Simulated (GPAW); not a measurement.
**Ballistic transport through tetrasilanedithiol between two Au chains, cheap and dear**

How well does tetrasilanedithiol between two Au chains conduct at low bias, and how far do basis and functional move the answer?

Method: GPAW LCAO, PAW setups; Landauer transmission from Green's functions with principal layers (ASE), zero bias, in GPAW 26.7.0.

This is a report of a sequence of runs, with most program output left out.

### Step 1. Starting point

The cell holds 24 atoms: 10 Au, 2 S, 4 Si and 8 H. Cell: a = 10.709 Å, b = 12.112 Å, c = 35.822 Å, α = 90.0°, β = 90.0°, γ = 90.0°. Regions: left lead, 5 atoms (5 Au); channel, 14 atoms (2 S, 4 Si and 8 H); right lead, 5 atoms (5 Au). Vacuum lies along a and b. The structure is stacked along c, and the current runs across the ab planes.

### Step 2. Double-zeta polarised basis

The script solves lead and junction separately, takes H and S in the orbital basis, and joins semi-infinite leads through their self-energies; the dzp basis is the working standard.

Input file run.py:

```python
import json
import numpy as np
from ase import Atoms
from ase.transport.calculators import TransportCalculator
from gpaw import GPAW, FermiDirac
from gpaw.lcao.tools import get_lcao_hamiltonian
from scipy.linalg import eigh

# The junction with lead layers at both ends, along the third cell vector
device = Atoms(
    ['Au', 'Au', 'Au', 'Au', 'Au', 'S', 'Si', 'H', 'H', 'H', 'H', 'Si', 'Si', 'H', 'H', 'H', 'H', 'Si', 'S', 'Au', 'Au', 'Au', 'Au', 'Au'],
    positions=[
        [5.35472, 6.05596, 1.30000],
        [5.35472, 6.05596, 3.90000],
        [5.35472, 6.05596, 6.50000],
        [5.35472, 6.05596, 9.10000],
        [5.35472, 6.05596, 11.70000],
        [4.80485, 7.62135, 13.36424],
        [4.09120, 7.65041, 15.38809],
        [3.25254, 8.86191, 15.57242],
        [3.25000, 6.44199, 15.58327],
        [6.68188, 6.42383, 16.69899],
        [6.71125, 8.83928, 16.70912],
        [5.83970, 7.64187, 16.87207],
        [4.86970, 7.64188, 18.95006],
        [3.99816, 8.83930, 19.11300],
        [4.02751, 6.42385, 19.12315],
        [7.45940, 6.44199, 20.23886],
        [7.45685, 8.86192, 20.24972],
        [6.61820, 7.65041, 20.43404],
        [5.90454, 7.62136, 22.45789],
        [5.35472, 6.05596, 24.12214],
        [5.35472, 6.05596, 26.72214],
        [5.35472, 6.05596, 29.32214],
        [5.35472, 6.05596, 31.92214],
        [5.35472, 6.05596, 34.52214]],
    cell=[[10.70943, 0.0, 0.0], [0.0, 12.11192, 0.0], [0.0, 0.0, 35.82214]],
    pbc=True)

# One principal layer of the lead: the first 3 atoms of the device
lead = Atoms(
    ['Au', 'Au', 'Au'],
    positions=[
        [5.35472, 6.05596, 1.30000],
        [5.35472, 6.05596, 3.90000],
        [5.35472, 6.05596, 6.50000]],
    cell=[[10.70943, 0.0, 0.0], [0.0, 12.11192, 0.0], [0.0, 0.0, 7.8]],
    pbc=True)

settings = dict(mode='lcao', basis='dzp', xc='PBE', h=0.2,
                occupations=FermiDirac(0.1), maxiter=250,
                mixer=dict(beta=0.1, nmaxold=8, weight=100.0),
                convergence=dict(density=0.0001))
energies = np.arange(-2, 2 + 1e-9, 0.05)
eta = 0.0001
n1, n2 = 1, 1
# k and -k transmit alike, so half of the mesh across the current serves
mesh = [(i, j) for i in range(n1) for j in range(n2) if (i, j) <= (-i % n1, -j % n2)]
weights = np.array([1 if (i, j) == (-i % n1, -j % n2) else 2 for i, j in mesh]) / (n1 * n2)

# [... helper functions left out ...]
fermi_lead = ground_state(lead, (1, 1, 15), 'lead.txt')
fermi_device = ground_state(device, (1, 1, 2), 'device.txt')
# [... loop over the mesh left out, but for ...]
        # Shift the lead onto the potential of the device's first layer
        shift = ((H[:, 0, 0] - H0[:, 0, 0]) / S0[0, 0]).real.mean()
# [...]
kT = 8.617333e-5 * 300
bias = [0.1, 0.2, 0.5, 1.0, 1.5, 2.0]
# [... integrals and printing left out ...]
```

Run with:

```bash
> OMP_NUM_THREADS=1 OPENBLAS_NUM_THREADS=1 python run.py
```

It took 76 s on 1 thread of Arm Neoverse V1, shared host; peak memory 1.6 GiB.

This step gave:

```yaml
conductance: 0.5841 G₀
largest_coupling_past_the_next_principal_layer: 2.46e-7 eV
largest_misfit_of_the_first_principal_layer: 0.07087 eV
shift_that_aligns_the_lead: -0.01770 eV
basis_functions_of_the_junction: 268
basis_functions_of_a_principal_layer: 45
transmission_at_the_fermi_level_one_spin: 0.6607
```

One spin. Transmission, zone mean against energy, zero at the Fermi level:

energy (eV), log10 transmission, zone mean and a bar from the least value:
```
    -2.00       -0.6 #########################
    -1.85       -3.1 
    -1.70       -0.1 #############################
    -1.65       -0.1 ##############################
    -1.60       -0.7 ########################
    -1.45       -1.7 ##############
    -1.30       -2.2 #########
    -1.15       -2.2 #########
    -1.05       -0.9 ######################
    -0.90       -0.2 ############################
    -0.85       -0.1 #############################
    -0.75       -0.3 ###########################
    -0.60       -0.7 #######################
    -0.50       -0.6 #########################
    -0.35        0.0 ##############################
    -0.20       -0.2 ############################
    -0.05        0.0 ##############################
     0.00       -0.2 ############################
     0.05       -0.5 #########################
     0.20       -1.2 ##################
     0.35       -1.6 ###############
     0.50       -1.9 ############
     0.60       -2.0 ###########
     0.75       -2.2 #########
     0.90       -2.3 ########
     1.05       -2.4 #######
     1.15       -2.4 #######
     1.30       -2.5 ######
     1.45       -2.6 ######
     1.60       -2.6 #####
     1.70       -2.6 #####
     1.85       -2.6 #####
     2.00       -2.6 #####
```

Not self-consistent under bias; the bias window is split evenly. The current through one cell, from the zero-bias transmission by bias:

| bias (V) | current through one cell, from the zero-bias transmission (μA) |
| --- | --- |
| 0.100 | 4.36 |
| 0.200 | 7.91 |
| 0.500 | 16.4 |
| 1.000 | 30.0 |
| 1.500 | 35.7 |
| 2.000 | 46.2 |

The transmission of the three most open eigenchannels by energy, zero at the Fermi level:

| energy (eV) | channel 1 | channel 2 | channel 3 |
| --- | --- | --- | --- |
| -2.00 | 0.273 | 1.3e-5 | 7.2e-6 |
| -1.90 | 0.00689 | 3.1e-6 | 1.5e-6 |
| -1.80 | 7.5e-4 | 3.0e-7 | 6.8e-10 |
| -1.70 | 0.741 | 5.1e-7 | 1.2e-7 |
| -1.55 | 0.0752 | 3.1e-6 | 2.8e-8 |
| -1.45 | 0.0213 | 5.9e-6 | 3.4e-10 |
| -1.35 | 0.00954 | 9.6e-6 | 6.5e-8 |
| -1.25 | 0.00513 | 1.7e-5 | 3.4e-7 |
| -1.15 | 0.00685 | 3.9e-5 | 1.5e-6 |
| -1.05 | 0.129 | 8.6e-5 | 3.7e-6 |
| -0.90 | 0.618 | 1.0e-4 | 8.6e-6 |
| -0.80 | 0.704 | 1.2e-4 | 1.1e-5 |
| -0.70 | 0.305 | 1.2e-4 | 1.2e-5 |
| -0.60 | 0.196 | 7.4e-5 | 1.4e-5 |
| -0.50 | 0.276 | 3.6e-5 | 1.7e-5 |
| -0.40 | 0.729 | 2.2e-5 | 1.4e-5 |
| -0.25 | 0.647 | 2.5e-5 | 1.9e-9 |
| -0.15 | 0.662 | 2.0e-5 | 7.7e-10 |
| -0.05 | 0.962 | 0 | 0 |
| 0.00 | 0.661 | 0 | 0 |
| 0.05 | 0.287 | 0 | 0 |
| 0.15 | 0.0879 | 0 | 0 |
| 0.25 | 0.0415 | 0 | 0 |
| 0.40 | 0.0194 | 0 | 0 |
| 0.50 | 0.0134 | 0 | 0 |
| 0.60 | 0.00983 | 0 | 0 |
| 0.70 | 0.00760 | 0 | 0 |
| 0.80 | 0.00579 | 0 | 0 |
| 0.90 | 0.00510 | 0 | 0 |
| 1.05 | 0.00406 | 0 | 0 |
| 1.15 | 0.00359 | 0 | 0 |
| 1.25 | 0.00325 | 0 | 0 |
| 1.35 | 0.00299 | 0 | 0 |
| 1.45 | 0.00280 | 0 | 0 |
| 1.55 | 0.00266 | 0 | 0 |
| 1.70 | 0.00253 | 0 | 0 |
| 1.80 | 0.00250 | 0 | 0 |
| 1.90 | 0.00250 | 0 | 0 |
| 2.00 | 0.00253 | 0 | 0 |

Couplings past the next layer reach 2.5e-7 eV, small enough to drop; the matrix elements of the cell's first layer differ from the bulk lead's by up to 0.071 eV. That layer keeps its own values in the calculation, and only beyond it is the lead taken as perfect. The Fermi levels of lead and junction count from different zeros of potential, one for each periodic cell; with both set to zero, the small remaining shift is what aligns them. Without spin-orbit coupling, which is large for these atoms, channel counts and T are those of the scalar-relativistic bands. By hand: G = 0.5841 × 77.48 μS = 45.3 μS, a resistance of 22.1 kΩ; at 0.1 V a linear junction would pass 4.53 μA, and the integral over the bias window gives 4.36 μA.

### Step 3. Single-zeta polarised basis

The second zeta is dropped, the polarisation orbitals stay.

run.py, as its differences from that of step 2:

```diff
@@ -49,3 +49,3 @@
 
-settings = dict(mode='lcao', basis='dzp', xc='PBE', h=0.2,
+settings = dict(mode='lcao', basis='szp(dzp)', xc='PBE', h=0.2,
                 occupations=FermiDirac(0.1), maxiter=250,
```

Wall time 67 s (1 thread); peak memory 1.6 GiB.

Numbers from this step:

```yaml
conductance: 0.3908 G₀
largest_coupling_past_the_next_principal_layer: 2.47e-7 eV
largest_misfit_of_the_first_principal_layer: 0.06828 eV
shift_that_aligns_the_lead: -0.01318 eV
basis_functions_of_the_junction: 176
basis_functions_of_a_principal_layer: 27
transmission_at_the_fermi_level_one_spin: 0.3073
```

One spin. The transmission, zone mean by energy, zero at the Fermi level:

energy (eV), log10 transmission, zone mean and a bar from the least value:
```
   -2.000       -2.2 ###
   -1.800       -1.2 ###############
   -1.750        0.0 ##############################
   -1.600       -1.8 ########
   -1.400       -2.5 
   -1.200       -2.5 
   -1.000       -0.7 ######################
   -0.850       -0.2 ############################
   -0.800       -0.3 ##########################
   -0.600       -0.8 ####################
   -0.400       -0.1 #############################
   -0.350        0.0 ##############################
   -0.200       -0.1 ############################
   -0.050       -0.1 #############################
    0.000       -0.5 ########################
    0.200       -1.4 #############
    0.400       -1.8 #########
    0.600       -2.0 ######
    0.800       -2.1 #####
    1.000       -2.2 ####
    1.200       -2.2 ###
    1.400       -2.3 ###
    1.600       -2.2 ###
    1.800       -2.2 ###
    2.000       -2.2 ####
```

Not self-consistent under bias; the bias window is split evenly. Current through one cell, from the zero-bias transmission against bias:

```
bias (V)  current through one cell, from the zero-bias transmission (μA)
   0.100                                                            3.13
   0.200                                                            6.52
   0.500                                                            16.1
   1.000                                                            30.0
   1.500                                                            34.1
   2.000                                                            42.7
```

Table of transmission of the three most open eigenchannels by energy, zero at the Fermi level:

```
energy (eV)  channel 1  channel 2  channel 3
      -2.00    0.00621     9.6e-6     1.3e-7
      -1.90     3.6e-4     5.0e-7     1.1e-9
      -1.80     0.0606     4.0e-7     1.0e-8
      -1.70      0.166     2.7e-6     1.2e-8
      -1.55    0.00871     7.3e-6    7.9e-10
      -1.45    0.00427     1.2e-5     2.5e-8
      -1.35    0.00259     1.8e-5     1.0e-7
      -1.25    0.00143     3.1e-5     2.4e-7
      -1.15     0.0128     9.0e-5     1.4e-6
      -1.05     0.0976     1.3e-4     3.1e-6
      -0.90      0.593     3.1e-4     8.1e-6
      -0.80      0.495     2.7e-4     1.1e-5
      -0.70      0.167     1.7e-4     1.1e-5
      -0.60      0.145     1.4e-4     1.2e-5
      -0.50      0.269     9.5e-5     1.4e-5
      -0.40      0.773     6.7e-5     1.5e-5
      -0.25      0.662     3.8e-5     1.4e-9
      -0.15      0.822     5.5e-5     1.1e-9
      -0.05      0.863    2.6e-12          0
       0.00      0.307          0          0
       0.05      0.142          0          0
       0.15     0.0553          0          0
       0.25     0.0310          0          0
       0.40     0.0175          0          0
       0.50     0.0133          0          0
       0.60     0.0107          0          0
       0.70    0.00903          0          0
       0.80    0.00786          0          0
       0.90    0.00703          0          0
       1.05    0.00622          0          0
       1.15    0.00588          0          0
       1.25    0.00567          0          0
       1.35    0.00555          0          0
       1.45    0.00553          0          0
       1.55    0.00558          0          0
       1.70    0.00581          0          0
       1.80    0.00608          0          0
       1.90    0.00644          0          0
       2.00    0.00691          0          0
```

The conductance, 0.391 G₀, lies 33 % below that of the dzp run.

### Step 4. GPAW, sz: basis = "sz(dzp)"

One function for each valence shell of the setup, as for a first survey of a large system.

run.py, as its differences from that of step 3:

```diff
@@ -49,3 +49,3 @@
 
-settings = dict(mode='lcao', basis='szp(dzp)', xc='PBE', h=0.2,
+settings = dict(mode='lcao', basis='sz(dzp)', xc='PBE', h=0.2,
                 occupations=FermiDirac(0.1), maxiter=250,
```

Wall time 60 s (1 thread); peak memory 1.5 GiB.

Numbers from this step:

* conductance: 0.3082 G₀
* largest misfit of the first principal layer: 0.06739 eV
* shift that aligns the lead: -0.01244 eV
* basis functions of the junction: 92
* basis functions of a principal layer: 18
* transmission at the Fermi level (one spin): 0.2185
* open channels of the lead at the Fermi level (one spin): 1

The conductance, 0.308 G₀, lies 47 % below that of the dzp run.

### Step 5. LDA in the dzp basis: xc = "LDA"

Back in the dzp basis, the functional changes from PBE to LDA, to set the spread between functionals beside that between bases.

run.py, as its differences from that of step 4:

```diff
@@ -49,3 +49,3 @@
 
-settings = dict(mode='lcao', basis='sz(dzp)', xc='PBE', h=0.2,
+settings = dict(mode='lcao', basis='dzp', xc='LDA', h=0.2,
                 occupations=FermiDirac(0.1), maxiter=250,
```

Run time: 65 s. Hardware: 1 thread; peak memory 1.6 GiB.

This step gave:

| Quantity | Value |
| --- | --- |
| conductance | 0.6311 G₀ |
| largest coupling past the next principal layer | 2.28e-7 eV |
| largest misfit of the first principal layer | 0.07212 eV |
| shift that aligns the lead | -0.02448 eV |
| basis functions of the junction | 268 |
| basis functions of a principal layer | 45 |
| transmission at the Fermi level (one spin) | 0.8406 |

One spin. The transmission, zone mean by energy, zero at the Fermi level:

| energy (eV) | transmission, zone mean |
| --- | --- |
| -2.00 | 0.458 |
| -1.90 | 0.0180 |
| -1.80 | 5.4e-4 |
| -1.70 | 0.690 |
| -1.65 | 0.950 |
| -1.55 | 0.0585 |
| -1.45 | 0.0159 |
| -1.35 | 0.00688 |
| -1.25 | 0.00306 |
| -1.15 | 0.0152 |
| -1.05 | 0.150 |
| -0.90 | 0.591 |
| -0.85 | 0.796 |
| -0.80 | 0.689 |
| -0.70 | 0.365 |
| -0.60 | 0.217 |
| -0.50 | 0.275 |
| -0.40 | 0.676 |
| -0.35 | 0.965 |
| -0.25 | 0.667 |
| -0.15 | 0.691 |
| -0.05 | 0.789 |
| 0.00 | 0.841 |
| 0.05 | 0.357 |
| 0.15 | 0.0952 |
| 0.25 | 0.0424 |
| 0.40 | 0.0191 |
| 0.50 | 0.0130 |
| 0.60 | 0.00954 |
| 0.70 | 0.00733 |
| 0.80 | 0.00595 |
| 0.90 | 0.00495 |
| 1.05 | 0.00396 |
| 1.15 | 0.00352 |
| 1.25 | 0.00319 |
| 1.35 | 0.00294 |
| 1.45 | 0.00277 |
| 1.55 | 0.00264 |
| 1.70 | 0.00254 |
| 1.80 | 0.00251 |
| 1.90 | 0.00252 |
| 2.00 | 0.00257 |

The conductance, 0.631 G₀, lies 8.0 % above that of the dzp run. At -0.1 eV T drops to or jumps from 0.313 where the lead's channel count changes: a band edge of the lead lies in the thermal window, and enters the average.

### Step 6. The ladder

Times are for 1 thread of Arm Neoverse V1, shared host. Results by setting:

```
no.      run  conductance (G₀)  time  memory (GiB)
  1      dzp            0.5841  76 s           1.6
  2      szp            0.3908  67 s           1.6
  3       sz            0.3082  60 s           1.5
  4  dzp LDA            0.6311  65 s           1.6
```

### Step 7. The levels side by side

The curves are compared point by point over the common energies.

This step: comparison of transmission and cost over codes and levels (GPAW 26.7.0).

Ladder, by row:

| step | code | T at the Fermi level (sum over the listed spins) | conductance (G0) | r.m.s. T(E) from the first | wall time (s) | peak memory (GiB) | threads |
| --- | --- | --- | --- | --- | --- | --- | --- |
| dzp | GPAW | 0.6607 | 0.5841 | 0 | 76.49 | 1.59 | 1 |
| szp | GPAW | 0.3073 | 0.3908 | 0.1637 | 66.79 | 1.57 | 1 |
| sz | GPAW | 0.2185 | 0.3082 | 0.1865 | 60.29 | 1.51 | 1 |
| dzp-LDA | GPAW | 0.8406 | 0.6311 | 0.04764 | 65.38 | 1.59 | 1 |

Transmission, zone mean, sum over the listed spins against energy, zero at the Fermi level:

| energy (eV) | dzp | szp | sz | dzp-LDA |
| --- | --- | --- | --- | --- |
| -2.00 | 0.273 | 0.00622 | 0.00753 | 0.458 |
| -1.85 | 7.4e-4 | 2.3e-4 | 4.6e-4 | 0.00293 |
| -1.70 | 0.741 | 0.166 | 0.0380 | 0.690 |
| -1.65 | 0.878 | 0.0350 | 0.0105 | 0.950 |
| -1.50 | 0.0364 | 0.00585 | 0.00269 | 0.0275 |
| -1.35 | 0.00955 | 0.00261 | 0.00148 | 0.00688 |
| -1.20 | 0.00243 | 0.00344 | 0.00461 | 0.00121 |
| -1.05 | 0.129 | 0.0978 | 0.0593 | 0.150 |
| -0.90 | 0.618 | 0.593 | 0.366 | 0.591 |
| -0.85 | 0.744 | 0.617 | 0.563 | 0.796 |
| -0.70 | 0.305 | 0.167 | 0.280 | 0.365 |
| -0.55 | 0.211 | 0.182 | 0.168 | 0.222 |
| -0.40 | 0.729 | 0.773 | 0.592 | 0.676 |
| -0.35 | 0.987 | 0.990 | 0.901 | 0.965 |
| -0.25 | 0.647 | 0.662 | 0.789 | 0.667 |
| -0.10 | 0.439 | 0.806 | 0.828 | 0.313 |
| -0.05 | 0.962 | 0.863 | 0.692 | 0.789 |
| 0.00 | 0.661 | 0.307 | 0.219 | 0.841 |
| 0.10 | 0.147 | 0.0827 | 0.0630 | 0.168 |
| 0.25 | 0.0415 | 0.0310 | 0.0259 | 0.0424 |
| 0.40 | 0.0194 | 0.0175 | 0.0158 | 0.0191 |
| 0.55 | 0.0114 | 0.0119 | 0.0114 | 0.0111 |
| 0.70 | 0.00760 | 0.00903 | 0.00920 | 0.00733 |
| 0.90 | 0.00510 | 0.00703 | 0.00765 | 0.00495 |
| 1.05 | 0.00406 | 0.00622 | 0.00706 | 0.00396 |
| 1.20 | 0.00341 | 0.00576 | 0.00678 | 0.00334 |
| 1.35 | 0.00299 | 0.00555 | 0.00674 | 0.00294 |
| 1.50 | 0.00272 | 0.00554 | 0.00690 | 0.00270 |
| 1.70 | 0.00253 | 0.00581 | 0.00741 | 0.00254 |
| 1.85 | 0.00249 | 0.00625 | 0.00804 | 0.00251 |
| 2.00 | 0.00253 | 0.00691 | 0.00893 | 0.00257 |

### Step 8. Another change of settings

A last run, with other settings again.

This step: GPAW LCAO, PAW setups; Landauer transmission from Green's functions with principal layers (ASE), zero bias (GPAW 26.7.0).

run.py, as its differences from that of step 5:

```diff
@@ -46,7 +46,7 @@
         [5.35472, 6.05596, 6.50000]],
-    cell=[[10.70943, 0.0, 0.0], [0.0, 12.11192, 0.0], [0.0, 0.0, 7.8]],
+    cell=[[10.70943, 0.0, 0.0], [0.0, 12.11192, 0.0], [0.0, 0.0, 8.97]],
     pbc=True)
 
-settings = dict(mode='lcao', basis='dzp', xc='LDA', h=0.2,
-                occupations=FermiDirac(0.1), maxiter=250,
+settings = dict(mode='lcao', basis='dzp', xc='PBE', h=0.2,
+                occupations=FermiDirac(0.1), maxiter=100,
                 mixer=dict(beta=0.1, nmaxold=8, weight=100.0),
```

Run time: 62 s. Hardware: 1 thread; peak memory 1.6 GiB.

The run finished. A setting was moved off its sound value on purpose, so it serves as a test and not as the result.

The fault put into the input: a lead period that doesn't match its atoms (period = 8.97).

Side by side:

```
                                           quantity   this run  sound run  difference
                                   conductance (G₀)   4.951e-7    0.58414      -0.584
largest coupling past the next principal layer (eV)  1.256e-15   2.459e-7     -2.5e-7
   largest misfit of the first principal layer (eV)    0.35774   0.070868       0.287
                    shift that aligns the lead (eV)   -0.49842  -0.017696      -0.481
         transmission at the Fermi level (one spin)   7.779e-8    0.66066      -0.661
```

One result that differs is the transmission at the Fermi level (one spin), 7.8e-8 against 0.661.

### Step 9. Results

```yaml
conductance: 0.584 G₀
transmission_at_the_fermi_level_mean_of_the_spins: 0.661
```

What this shows: In the dzp basis the junction conducts 0.584 G₀ at 300 K, with T = 0.661 a spin at the Fermi level; no smaller basis tried comes within 10 % of that conductance. The conductance differs from T at the Fermi level because it averages T(E) over the thermal window, about 0.09 eV wide, in which T changes. At the Fermi level one eigenchannel carries the current (0.66). Measured against the first run (dzp), the nearest curve is that of dzp-LDA (r.m.s. 0.048) and the farthest that of sz (0.19). Over the compared runs wall time goes from 60 s (sz) to 76 s (dzp), on a shared host. The geometry was built from estimated bond lengths and not relaxed, so the numbers describe this model structure. Spin-orbit coupling is left out, which matters for the heavy atoms here. Semilocal functionals put molecular levels too near the Fermi level, so such conductances usually come out too high, and chain electrodes have a sharper density of states than real ones. Energies count from the junction cell's Fermi level; in the run with T = 0.661 there, the aligned lead's own level lies at -0.018 eV, where T interpolates to 0.755; the finite cell leaves the answer open by at least that much. An evenly spaced straight chain is an idealisation: free chains tend to dimerise, zigzag or, where a band edge lies near the Fermi level, turn magnetic. The currents use the zero-bias T(E) throughout, which holds only while the bias is small against the distance to the nearest feature. Within about eight thermal energies of the Fermi level ln T(E) bends sharply from one computed energy to the next, or the lead's channel count changes, so the thermal averages, above all the thermopower, rest on an interpolation that may be rough.

[Logs are printed without paths, hosts, clocks, repeated set-up lines and the standing remarks that a program may print on its own settings, such as how far it seeks lower states.]

[Hosts, paths, dates, database ids (printed as entryN), source tags and the programs' standing remarks are cut or masked in the printed files.]
